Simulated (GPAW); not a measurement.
Computed results, one entry a study.

```json
{"subject": "How the form of the self-energy moves the gap of BeZn3Te4 (ordered alloy, started on the wurtzite lattice) (P3m1)", "lattice_ang": [[4.2688, -0.0, -0.0], [-2.1344, 3.6969, 0.0], [0.0, -0.0, 14.0487]], "atoms": [["Be", 0.3333, 0.6667, 0.0003], ["Zn", 0.6667, 0.3333, 0.2438], ["Te", 0.3333, 0.6667, 0.1755], ["Te", 0.6667, 0.3333, 0.433], ["Zn", 0.3333, 0.6667, 0.5008], ["Zn", 0.6667, 0.3333, 0.7582], ["Te", 0.3333, 0.6667, 0.6904], ["Te", 0.6667, 0.3333, 0.948]], "method": "DFT, PBE, plane waves, PAW (and 3 further levels or steps)", "program": "GPAW 26.7.0", "settings_of_one_run": "cutoff 600 eV, GPAW PAW setups 1.2.1 data release, 3×3×1 k-mesh, nbands 370", "cost": "6 runs, 4.4 min in all on 8 MPI ranks of Arm Neoverse V1, shared host (the runs of this entry)", "notes": "The structure was built from a prototype and need not be the compound’s stable phase. The structure was relaxed with PBE. The structure type comes from a generator and need not be one that this composition takes. Limits: no spin-orbit coupling. Bands and cutoff are finite, so the gap is not at the basis limit. The miss can reach some tenths of an eV and take either sign; the mesh is an error of its own. The 3×3×1 mesh is coarse for this cell, which bears on the long-range parts of exchange and screening.", "results": {"g0w0_godby_needs_plasmon_pole": "2.575 eV", "one_shot_hse06": "2.382 eV", "g0w0_extrapolated_in_the_cutoff": "2.571 eV", "one_shot_hartree_fock": "8.137 eV", "g0w0_full_frequency_hilbert_transform": "2.564 eV", "known_limits": "not at the basis limit; no spin-orbit coupling; coarse k mesh"}}
```

[Paths, hosts, dates, memory and timing lines, banners, echoed tables and standing remarks are left out of the program output.]

[Logs are printed without paths, hosts, clocks, repeated set-up lines and the standing remarks that a program may print on its own settings, such as how far it seeks lower states.]

[Runs of the session that timed out or met a known fault of the program may be left out.]

[Hosts, paths, dates, database ids (printed as entryN), source tags and the programs' standing remarks are cut or masked in the printed files.]
